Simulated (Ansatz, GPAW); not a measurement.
## Ballistic transport through cyanobenzenedithiol between two Ag chains, from relaxation to T(E)

Aim: the conductance of cyanobenzenedithiol between two Ag chains after relaxation, and whether geometry, basis or functional moves it most.

Method: Ansatz plane waves; relaxation of the junction with the lead ends held; PAW set soft_1, in the first sound run; inputs show where later runs differ, in GPAW 26.7.0 and Ansatz 0.2.0.

## Step 1: Set-up

The cell holds 27 atoms: 14 Ag, 2 S, 7 C, 3 H and 1 N. Cell: a = 14.353 Å, b = 9.241 Å, c = 42.862 Å, α = 90.0°, β = 90.0°, γ = 90.0°. Regions: left lead, 7 atoms (7 Ag); channel, 13 atoms (2 S, 7 C, 3 H and 1 N); right lead, 7 atoms (7 Ag). Vacuum lies along a and b. The structure is stacked along c, and the current runs across the ab planes.

## Step 2: Relaxation

Transmission follows bond lengths closely, so the atoms between the held lead ends are relaxed first, from a slightly shaken start that lets symmetry break.

The input, input.yaml:

```yaml
crystal:
  lattice:
    - [14.3526448513, 0.0, 0.0]
    - [0.0, 9.24114002, 0.0]
    - [0.0, 0.0, 42.8619805819]
  atoms:
    - { symbol: Ag, position: [0.5, 0.5, 0.0310298307] }
    - { symbol: Ag, position: [0.5, 0.5, 0.093089492] }
    - { symbol: Ag, position: [0.5, 0.5, 0.1551491534] }
    - { symbol: Ag, position: [0.5, 0.5, 0.2172088147] }
    - { symbol: Ag, position: [0.5, 0.5, 0.2792684761] }
    - { symbol: Ag, position: [0.5026220566, 0.502522098, 0.342003478] }
    - { symbol: Ag, position: [0.4977380231, 0.5028146442, 0.4032700996] }
    - { symbol: S, position: [0.3744689363, 0.651949543, 0.4245852911] }
    - { symbol: C, position: [0.3738270832, 0.6407296431, 0.4655026391] }
    - { symbol: H, position: [0.5225593866, 0.6444831767, 0.470235831] }
    - { symbol: H, position: [0.2219199452, 0.6422173734, 0.4707708396] }
    - { symbol: C, position: [0.4610738221, 0.6376415275, 0.4824508559] }
    - { symbol: C, position: [0.2924282647, 0.6419256431, 0.4819719002] }
    - { symbol: C, position: [0.4623929221, 0.6414463584, 0.5138516693] }
    - { symbol: C, position: [0.2936563942, 0.6319467934, 0.5153630553] }
    - { symbol: H, position: [0.2253651331, 0.6399750497, 0.5278184914] }
    - { symbol: C, position: [0.5518463551, 0.6344587234, 0.5312457777] }
    - { symbol: C, position: [0.3802719556, 0.6326697076, 0.5325588277] }
    - { symbol: "N", position: [0.6231135044, 0.6353756325, 0.5424067967] }
    - { symbol: S, position: [0.3702717808, 0.6314288638, 0.5741722387] }
    - { symbol: Ag, position: [0.5016280256, 0.5049816584, 0.5960266776] }
    - { symbol: Ag, position: [0.5018081166, 0.5022751096, 0.6587246528] }
    - { symbol: Ag, position: [0.5, 0.5, 0.7207315239] }
    - { symbol: Ag, position: [0.5, 0.5, 0.7827911853] }
    - { symbol: Ag, position: [0.5, 0.5, 0.8448508466] }
    - { symbol: Ag, position: [0.5, 0.5, 0.906910508] }
    - { symbol: Ag, position: [0.5, 0.5, 0.9689701693] }
kpoints:
  mp_grid: { grid: [1, 1, 2] }
hamiltonian:
  xc: pbe
  pseudopotentials: { kind: paw, azcp: { folder: soft_1 } }
scf:
  occupations: { method: fermi_dirac, width: 0.1 }
relax:
  f_tol: 0.03
  max_steps: 80
  constraints: [{ sites: [0, 1, 2, 3, 4, 22, 23, 24, 25, 26] }]
```

On the command line:

```
> ansatz run input.yaml --threads 4 --pin off --max-ram 8192MiB --backend cpu --events-out ev --progress --plain --runs-dir out
```

Numbers of over 12 decimals in the logs are rounded to 6 here.

Log:

```text
Engine: ansatz 0.2.0, aarch64-unknown-linux-gnu
Pseudopotentials: kind: paw
Pseudopotential: Ag, paw, valence charge 19, recommended cutoff 420 eV (normal), soft_1/Ag.paw.azcp
Pseudopotential: S, paw, valence charge 6, recommended cutoff 420 eV (normal), soft_1/S.paw.azcp
Pseudopotential: C, paw, valence charge 4, recommended cutoff 420 eV (normal), soft_1/C.paw.azcp
Pseudopotential: H, paw, valence charge 1, recommended cutoff 420 eV (normal), soft_1/H.paw.azcp
Pseudopotential: N, paw, valence charge 5, recommended cutoff 420 eV (normal), soft_1/N.paw.azcp
Functional definition: PBE
  parameter kappa = 0.804
  parameter beta = 0.066725
  exchange = pbe_x(kappa = kappa, mu = beta*pi^2/3)
  correlation = pbe_c(beta = beta)
Crystal: 27 atoms, lattice volume = 5684.990 Å³
Basis set: ecut = 420 eV, 111191 PW (Γ), exchange–correlation on 192×128×576 points (8 copies of the dense FFT grid, shifted against one another)
Bands: 189, of which v1, the nominal top of the filled ones, is band 157 counted from 1 (156 counted from 0)
Symmetry: 1 space group operations
Space group: P1 (ITA 1), of the structure as read, at distance tolerance 1.8e-4 Å
k-points: 2
Non-local potential: Ag, projectors of the file, l = 0: 3, l = 1: 2, l = 2: 2, l = 3: 1
Non-local potential: S, projectors of the file, l = 0: 2, l = 1: 2, l = 2: 1
Non-local potential: C, projectors of the file, l = 0: 2, l = 1: 2, l = 2: 1
Non-local potential: H, projectors of the file, l = 0: 2, l = 1: 1
Non-local potential: N, projectors of the file, l = 0: 2, l = 1: 2, l = 2: 1
PAW form: soft (Blöchl's): semilocal exchange-correlation on the pseudo side does not see the compensation charge
PAW one-centre angular grid: Ag, 590 points (default); XC on 64 Gauss nodes
PAW one-centre angular grid: S, 110 points (default); XC on 64 Gauss nodes
PAW one-centre angular grid: C, 110 points (default); XC on 64 Gauss nodes
PAW one-centre angular grid: H, 110 points (default); XC on 64 Gauss nodes
PAW one-centre angular grid: N, 110 points (default); XC on 64 Gauss nodes
Initial density: superposition of atomic densities (neutral atoms: chi_scale 0, normalization atom)
Initial wavefunctions: pseudopotential atomic-orbital guess
Functional: x = pbe(κ = 0.804, μ = 0.219515), c = pbe(β = 0.066725)
SCF iter   1: F=—  HF=-110250.426601 eV  |F-HF|=—  |Δ(HF+E_count)|=         —  Δρ=2.23e-2  dr2=7.76e1  ethr=3.10e-3  ⟨swp⟩=9.0  Hψ=1866  notcnv=0  defer=12
preconditioner: auto → LDOS  [insulator: Δε(μ)=0.221 eV  Ē_g=6.734 eV  σ=0.100 eV  W_gap=0.50  n_scr=480 (ndim 8)  ℏωp=6.9 eV  f_vac=0.821  D(μ)=8.47/eV (n_scr^D=12)  ε∞_Penn≈2.0  β→1.0]
SCF iter   2: F=—  HF=-110245.296131 eV  |F-HF|=—  |Δ(HF+E_count)|=    5.13e0  Δρ=1.82e-2  dr2=3.33e1  ethr=3.10e-3  ⟨swp⟩=5.0  Hψ=934  notcnv=0  defer=31
SCF iter   3: F=—  HF=-110239.687162 eV  |F-HF|=—  |Δ(HF+E_count)|=    5.61e0  Δρ=4.58e-3  dr2=2.11e0  ethr=3.10e-3  ⟨swp⟩=4.0  Hψ=869  notcnv=0  defer=35
SCF iter   4: F=—  HF=-110239.461258 eV  |F-HF|=—  |Δ(HF+E_count)|=   2.26e-1  Δρ=1.85e-3  dr2=3.42e-1  ethr=6.71e-4  ⟨swp⟩=3.5  Hψ=687  notcnv=0  defer=30
SCF iter   5: F=—  HF=-110239.396265 eV  |F-HF|=—  |Δ(HF+E_count)|=   6.50e-2  Δρ=6.66e-4  dr2=5.23e-2  ethr=1.09e-4  ⟨swp⟩=2.0  Hψ=661  notcnv=0  defer=32
SCF iter   6: F=—  HF=-110239.396573 eV  |F-HF|=—  |Δ(HF+E_count)|=   3.08e-4  Δρ=4.46e-4  dr2=1.52e-2  ethr=1.67e-5  ⟨swp⟩=2.0  Hψ=545  notcnv=0  defer=32
SCF iter   7: F=—  HF=-110239.395075 eV  |F-HF|=—  |Δ(HF+E_count)|=   1.50e-3  Δρ=8.82e-5  dr2=6.61e-4  ethr=4.85e-6  ⟨swp⟩=2.0  Hψ=548  notcnv=0  defer=32
SCF iter   8: F=—  HF=-110239.395389 eV  |F-HF|=—  |Δ(HF+E_count)|=   3.14e-4  Δρ=3.86e-5  dr2=2.17e-4  ethr=2.10e-7  ⟨swp⟩=2.0  Hψ=562  notcnv=0  defer=32
SCF iter   9: F=—  HF=-110239.395480 eV  |F-HF|=—  |Δ(HF+E_count)|=   9.11e-5  Δρ=1.69e-5  dr2=4.08e-5  ethr=6.91e-8  ⟨swp⟩=2.5  Hψ=547  notcnv=0  defer=32
SCF iter  10: F=-110239.395498 eV  HF=-110239.395497 eV  |F-HF|=1.28e-7  |Δ(HF+E_count)|=   1.72e-5  Δρ=5.86e-6  dr2=5.11e-6  ethr=7.17e-9  ⟨swp⟩=4.5  Hψ=1202  notcnv=0
SCF 1 converged in 10 iterations: F = -110239.395498 eV  dr2 = 5.11e-6
  greatest PAW one-centre occupation: 1.001 electrons in one spin orbital (limit 2), on the Ag atom at site 6 (counted from 0), in its partial waves of l = 0
relax step   1: F+E_penalty+E_count = -110239.39549753 eV  Δ(F+E_penalty+E_count) = +0.000e0 eV  max|allowed force component| = 4.995e0 eV/Å  Δτ_max = 0.0000 Å  (10 SCF iters, dr2 threshold 2.25e-5 eV, accepted)
Initial density: handed on by an earlier stage of this run
Initial wavefunctions: those handed on with the density
iter 1 solved again at ethr=2.46e-4 eV; its pass at ethr=3.10e-3 eV (dr2=7.74e-1 eV) is discarded
SCF iter   1: F=—  HF=-110240.108098 eV  |F-HF|=—  |Δ(HF+E_count)|=         —  Δρ=4.67e-3  dr2=7.85e-1  ethr=2.46e-4  ⟨swp⟩=1.0  Hψ=1600  notcnv=0  defer=29
preconditioner: auto → LDOS  [metal: Δε(μ)=0.184 eV  Ē_g=7.146 eV  σ=0.100 eV  W_gap=0.43  n_scr=480 (ndim 8)  ℏωp=7.0 eV  f_vac=0.835  D(μ)=8.18/eV (n_scr^D=12)  β→1.0]
SCF iter   2: F=—  HF=-110240.050134 eV  |F-HF|=—  |Δ(HF+E_count)|=   5.80e-2  Δρ=2.55e-3  dr2=5.00e-1  ethr=2.46e-4  ⟨swp⟩=3.5  Hψ=799  notcnv=0  defer=29
SCF iter   3: F=—  HF=-110239.911502 eV  |F-HF|=—  |Δ(HF+E_count)|=   1.39e-1  Δρ=1.15e-3  dr2=9.52e-2  ethr=1.59e-4  ⟨swp⟩=3.0  Hψ=762  notcnv=0  defer=29
SCF iter   4: F=—  HF=-110239.897165 eV  |F-HF|=—  |Δ(HF+E_count)|=   1.43e-2  Δρ=4.58e-4  dr2=1.41e-2  ethr=3.03e-5  ⟨swp⟩=3.0  Hψ=576  notcnv=0  defer=29
SCF iter   5: F=—  HF=-110239.894875 eV  |F-HF|=—  |Δ(HF+E_count)|=   2.29e-3  Δρ=1.16e-4  dr2=8.68e-4  ethr=4.49e-6  ⟨swp⟩=2.0  Hψ=564  notcnv=0  defer=29
SCF iter   6: F=—  HF=-110239.894878 eV  |F-HF|=—  |Δ(HF+E_count)|=   3.14e-6  Δρ=3.56e-5  dr2=1.10e-4  ethr=2.76e-7  ⟨swp⟩=2.0  Hψ=551  notcnv=0  defer=29
SCF iter   7: F=-110239.894902 eV  HF=-110239.894909 eV  |F-HF|=7.08e-6  |Δ(HF+E_count)|=   3.18e-5  Δρ=1.49e-5  dr2=2.53e-5  ethr=3.18e-8  ⟨swp⟩=3.0  Hψ=1408  notcnv=0
SCF 2 converged in 7 iterations: F = -110239.894902 eV  dr2 = 2.53e-5
relax step   2: F+E_penalty+E_count = -110239.89490239 eV  Δ(F+E_penalty+E_count) = -4.994e-1 eV  max|allowed force component| = 1.510e0 eV/Å  Δτ_max = 0.1925 Å  (7 SCF iters, dr2 threshold 1.00e-4 eV, accepted)
SCF iter   1: F=—  HF=-110240.222898 eV  |F-HF|=—  |Δ(HF+E_count)|=         —  Δρ=3.96e-3  dr2=5.09e-1  ethr=1.55e-3  ⟨swp⟩=5.0  Hψ=1133  notcnv=0  defer=29
preconditioner: auto → LDOS  [metal: Δε(μ)=0.197 eV  Ē_g=7.021 eV  σ=0.100 eV  W_gap=0.46  n_scr=480 (ndim 8)  ℏωp=6.9 eV  f_vac=0.835  D(μ)=8.00/eV (n_scr^D=12)  β→1.0]
[...]
relax step  27: F+E_penalty+E_count = -110240.56739028 eV  Δ(F+E_penalty+E_count) = -1.599e-2 eV  max|allowed force component| = 1.604e-1 eV/Å  Δτ_max = 0.1950 Å  (8 SCF iters, dr2 threshold 1.07e-5 eV, accepted)
relax step  28: F+E_penalty+E_count = -110240.57962716 eV  Δ(F+E_penalty+E_count) = -1.224e-2 eV  max|allowed force component| = 9.365e-2 eV/Å  Δτ_max = 0.1937 Å  (8 SCF iters, dr2 threshold 1.52e-5 eV, accepted)
relax step  29: F+E_penalty+E_count = -110240.58826927 eV  Δ(F+E_penalty+E_count) = -8.642e-3 eV  max|allowed force component| = 8.230e-2 eV/Å  Δτ_max = 0.1951 Å  (10 SCF iters, dr2 threshold 2.99e-6 eV, accepted)
relax step  30: F+E_penalty+E_count = -110240.59555021 eV  Δ(F+E_penalty+E_count) = -7.281e-3 eV  max|allowed force component| = 1.357e-1 eV/Å  Δτ_max = 0.1984 Å  (10 SCF iters, dr2 threshold 2.31e-6 eV, accepted)
relax step  31: F+E_penalty+E_count = -110240.60071638 eV  Δ(F+E_penalty+E_count) = -5.166e-3 eV  max|allowed force component| = 1.294e-1 eV/Å  Δτ_max = 0.1925 Å  (9 SCF iters, dr2 threshold 1.42e-5 eV, accepted)
relax step  32: F+E_penalty+E_count = -110240.60550934 eV  Δ(F+E_penalty+E_count) = -4.793e-3 eV  max|allowed force component| = 1.290e-1 eV/Å  Δτ_max = 0.1741 Å  (9 SCF iters, dr2 threshold 1.52e-5 eV, accepted)
relax step  33: F+E_penalty+E_count = -110240.61068949 eV  Δ(F+E_penalty+E_count) = -5.180e-3 eV  max|allowed force component| = 9.909e-2 eV/Å  Δτ_max = 0.1949 Å  (9 SCF iters, dr2 threshold 1.51e-5 eV, accepted)
relax step  34: F+E_penalty+E_count = -110240.61333122 eV  Δ(F+E_penalty+E_count) = -2.642e-3 eV  max|allowed force component| = 6.102e-2 eV/Å  Δτ_max = 0.1708 Å  (9 SCF iters, dr2 threshold 5.80e-6 eV, accepted)
relax step  35: F+E_penalty+E_count = -110240.61455758 eV  Δ(F+E_penalty+E_count) = -1.226e-3 eV  max|allowed force component| = 7.232e-2 eV/Å  Δτ_max = 0.1008 Å  (8 SCF iters, dr2 threshold 1.41e-6 eV, accepted)
relax step  36: F+E_penalty+E_count = -110240.61503669 eV  Δ(F+E_penalty+E_count) = -4.791e-4 eV  max|allowed force component| = 4.554e-2 eV/Å  Δτ_max = 0.0695 Å  (8 SCF iters, dr2 threshold 1.98e-6 eV, accepted)
relax step  37: F+E_penalty+E_count = -110240.61535582 eV  Δ(F+E_penalty+E_count) = -3.191e-4 eV  max|allowed force component| = 3.002e-2 eV/Å  Δτ_max = 0.0217 Å  (9 SCF iters, accepted)
SCF iter   1: F=—  HF=-110240.615033 eV  |F-HF|=—  |Δ(HF+E_count)|=         —  Δρ=2.21e-4  dr2=1.43e-3  ethr=5.28e-6  ⟨swp⟩=3.0  Hψ=702  notcnv=0  defer=31
preconditioner: auto → LDOS  [metal: Δε(μ)=0.134 eV  Ē_g=7.039 eV  σ=0.100 eV  W_gap=0.32  n_scr=480 (ndim 8)  ℏωp=6.9 eV  f_vac=0.835  D(μ)=10.17/eV (n_scr^D=16)  β→1.0]
SCF iter   2: F=—  HF=-110240.614712 eV  |F-HF|=—  |Δ(HF+E_count)|=   3.21e-4  Δρ=9.74e-5  dr2=6.14e-4  ethr=4.57e-7  ⟨swp⟩=3.0  Hψ=778  notcnv=0  defer=31
SCF iter   3: F=—  HF=-110240.614517 eV  |F-HF|=—  |Δ(HF+E_count)|=   1.95e-4  Δρ=1.81e-5  dr2=1.86e-5  ethr=1.95e-7  ⟨swp⟩=3.0  Hψ=561  notcnv=0  defer=31
SCF iter   4: F=—  HF=-110240.615439 eV  |F-HF|=—  |Δ(HF+E_count)|=   9.22e-4  Δρ=8.97e-6  dr2=5.55e-6  ethr=5.94e-9  ⟨swp⟩=3.0  Hψ=647  notcnv=0  defer=31
SCF iter   5: F=—  HF=-110240.615439 eV  |F-HF|=—  |Δ(HF+E_count)|=   3.00e-7  Δρ=2.59e-6  dr2=4.71e-7  ethr=1.77e-9  ⟨swp⟩=3.0  Hψ=559  notcnv=0  defer=31
SCF iter   6: F=-110240.615439 eV  HF=-110240.615439 eV  |F-HF|=2.84e-7  |Δ(HF+E_count)|=   3.17e-7  Δρ=7.77e-7  dr2=4.09e-8  ethr=3.18e-11  ⟨swp⟩=5.0  Hψ=1410  notcnv=0
SCF 38 converged in 6 iterations: F = -110240.615439 eV  dr2 = 4.09e-8
relax step  38: F+E_penalty+E_count = -110240.61543912 eV  Δ(F+E_penalty+E_count) = -8.330e-5 eV  max|allowed force component| = 1.833e-2 eV/Å  Δτ_max = 0.0089 Å  (6 SCF iters, accepted)
SCF converged after 6 iterations
Free energy (F): -110240.615439 eV
Harris-Foulkes:  -110240.615439 eV  (|F-HF|=2.84e-7)
Internal energy: -110240.304440 eV  (E = F + TS)
E sigma→0 (E₀):  -110240.459940 eV
Entropy (-TS):   -0.310999 eV (-11.518 meV/atom)
Fermi energy:    -3.879731 eV
--- Per-component energies (eV) ---
  E_band       = -9073.008564
  E_kinetic    = 7553.082626
  E_local      = -120172.876344  (includes V_loc(G=0)·N_el)
  E_nonlocal   = 738.195899
  E_hartree    = 56714.225208
  E_xc         = -2782.560724
  E_vxc        = -3444.656603  (∫ρ·V_xc dr)
  E_paw        = -57465.308736  (= ΣΔE_a)
  E_vpaw       = -7175.205565  (= ΣTr[D̂ρ^β])
  E_aug_tail   = 0.003076  (compensation charges beyond the density's cutoff)
  E_ewald      = 5174.934555
  E_smearing   = -0.310999  (= −TS)
  E_closure    = 0.000000  (closes the sum)
  Σ components = -110240.615439   (vs F -110240.615439, Δ=0.00e0)
--- Forces (eV/Å), atoms counted from 1 ---
  atom   1  Ag    -0.00049308    -0.00005790     0.00884523
  atom   2  Ag     0.00042036     0.00005724    -0.00651858
  atom   3  Ag     0.01220856     0.00137406     0.01163195
  atom   4  Ag    -0.03256502    -0.00412279    -0.00710887
  atom   5  Ag     0.01759925     0.00525671     0.22477195
  atom   6  Ag     0.00233616     0.00002763    -0.00073966
  atom   7  Ag    -0.00183645    -0.00069032    -0.00046249
  atom   8  S     -0.00110785     0.00002698     0.00509257
  atom   9  C      0.00579885    -0.00257612    -0.00313246
  atom  10  H     -0.00099233    -0.00023285     0.00147934
  atom  11  H      0.00197810     0.00106281     0.00238626
  atom  12  C     -0.00199359     0.00152722     0.00089931
  atom  13  C     -0.00667144    -0.00143331     0.00561303
  atom  14  C      0.00021180    -0.00611221    -0.00560334
  atom  15  C      0.00304732    -0.00275435    -0.01095454
  atom  16  H      0.00034370    -0.00034034    -0.00093624
  atom  17  C      0.00908242     0.00540387    -0.00149774
  atom  18  C     -0.00801454     0.00568278     0.01833231
  atom  19  N     -0.00781946    -0.00362030    -0.00292649
  atom  20  S      0.00538684    -0.00221385    -0.01206476
  atom  21  Ag    -0.00065885     0.00038405     0.00256291
  atom  22  Ag    -0.00131737     0.00090790    -0.00302036
  atom  23  Ag     0.03738172     0.00766544    -0.26071487
  atom  24  Ag    -0.04267360    -0.00687880     0.06922162
  atom  25  Ag     0.00981653     0.00150466    -0.04706815
  atom  26  Ag     0.00100942     0.00016005     0.02694925
  atom  27  Ag    -0.00038349    -0.00005741    -0.01500706
  max |Σ_I F_I| component: 9.39e-5 eV/Å
--- Relaxed structure (38 steps of the walk, 38 accepted, 0 SCFs on fresh bases) ---
  F+E_penalty+E_count = -110240.61543912 eV   max|allowed force component| = 1.833e-2 eV/Å
  atoms:
    - { symbol: Ag, position: [0.5, 0.5, 0.031030] }
    - { symbol: Ag, position: [0.5, 0.5, 0.093089] }
    - { symbol: Ag, position: [0.5, 0.5, 0.155149] }
    - { symbol: Ag, position: [0.5, 0.5, 0.217209] }
    - { symbol: Ag, position: [0.5, 0.5, 0.279268] }
    - { symbol: Ag, position: [0.404032, 0.481984, 0.332482] }
    - { symbol: Ag, position: [0.505251, 0.506280, 0.384636] }
    - { symbol: S, position: [0.596973, 0.528053, 0.431016] }
    - { symbol: C, position: [0.536446, 0.515264, 0.466046] }
    - { symbol: H, position: [0.663964, 0.542073, 0.492406] }
    - { symbol: H, position: [0.396475, 0.485670, 0.448200] }
    - { symbol: C, position: [0.588862, 0.526302, 0.493835] }
    - { symbol: C, position: [0.438928, 0.494696, 0.469220] }
    - { symbol: C, position: [0.546585, 0.517467, 0.523206] }
    - { symbol: C, position: [0.396903, 0.485856, 0.498159] }
    - { symbol: H, position: [0.321789, 0.469996, 0.499675] }
    - { symbol: C, position: [0.601726, 0.528904, 0.550588] }
    - { symbol: C, position: [0.447838, 0.496642, 0.526519] }
    - { symbol: N, position: [0.641520, 0.537173, 0.574391] }
    - { symbol: S, position: [0.386622, 0.484246, 0.561206] }
    - { symbol: Ag, position: [0.496428, 0.504581, 0.604509] }
    - { symbol: Ag, position: [0.426967, 0.481969, 0.663618] }
    - { symbol: Ag, position: [0.5, 0.5, 0.720732] }
    - { symbol: Ag, position: [0.5, 0.5, 0.782791] }
    - { symbol: Ag, position: [0.5, 0.5, 0.844851] }
    - { symbol: Ag, position: [0.5, 0.5, 0.906911] }
    - { symbol: Ag, position: [0.5, 0.5, 0.968970] }
```

It took 19 min on 4 threads of Arm Neoverse V2, shared host; peak memory 6 GiB; 72 min of CPU time.

Relaxation path (22 of 38):

| step | energy less that of the first step (eV) | largest force component (eV/Å) |
| --- | --- | --- |
| 1 | 0.0000 | 4.9952 |
| 3 | -0.6770 | 0.9636 |
| 5 | -0.8270 | 0.2599 |
| 6 | -0.8696 | 0.1749 |
| 8 | -0.9379 | 0.0997 |
| 10 | -0.9799 | 0.1732 |
| 12 | -1.0016 | 0.1407 |
| 13 | -1.0073 | 0.1750 |
| 15 | -1.0149 | 0.1574 |
| 17 | -1.0229 | 0.0656 |
| 19 | -1.0298 | 0.0873 |
| 20 | -1.0349 | 0.1670 |
| 22 | -1.0583 | 0.3588 |
| 24 | -1.1113 | 0.4361 |
| 26 | -1.1559 | 0.1860 |
| 27 | -1.1719 | 0.1604 |
| 29 | -1.1928 | 0.0823 |
| 31 | -1.2052 | 0.1294 |
| 33 | -1.2152 | 0.0991 |
| 34 | -1.2178 | 0.0610 |
| 36 | -1.2195 | 0.0455 |
| 38 | -1.2199 | 0.0183 |

The atoms that moved most (Å):

| atom | dx | dy | dz | length |
| --- | --- | --- | --- | --- |
| S8 | 3.194 | -1.145 | 0.276 | 3.404 |
| H11 | 2.505 | -1.447 | -0.967 | 3.050 |
| C9 | 2.334 | -1.159 | 0.023 | 2.606 |
| C13 | 2.103 | -1.361 | -0.547 | 2.563 |
| H10 | 2.030 | -0.946 | 0.950 | 2.433 |
| H16 | 1.384 | -1.571 | -1.206 | 2.416 |
| C12 | 1.834 | -1.029 | 0.488 | 2.159 |
| C15 | 1.482 | -1.350 | -0.737 | 2.136 |

Numbers from this step:

* free energy: -110240.6154 eV
* smearing term TS: 0.3110 eV
* symmetry operations: 1

The relaxation lowered the energy of the cell by 1.22 eV.

(Part 1 of 4 ends here.)

[Logs are printed without paths, hosts, clocks, repeated set-up lines and the standing remarks that a program may print on its own settings, such as how far it seeks lower states.]

[Hosts, paths, dates, database ids (printed as entryN), source tags and the programs' standing remarks are cut or masked in the printed files.]
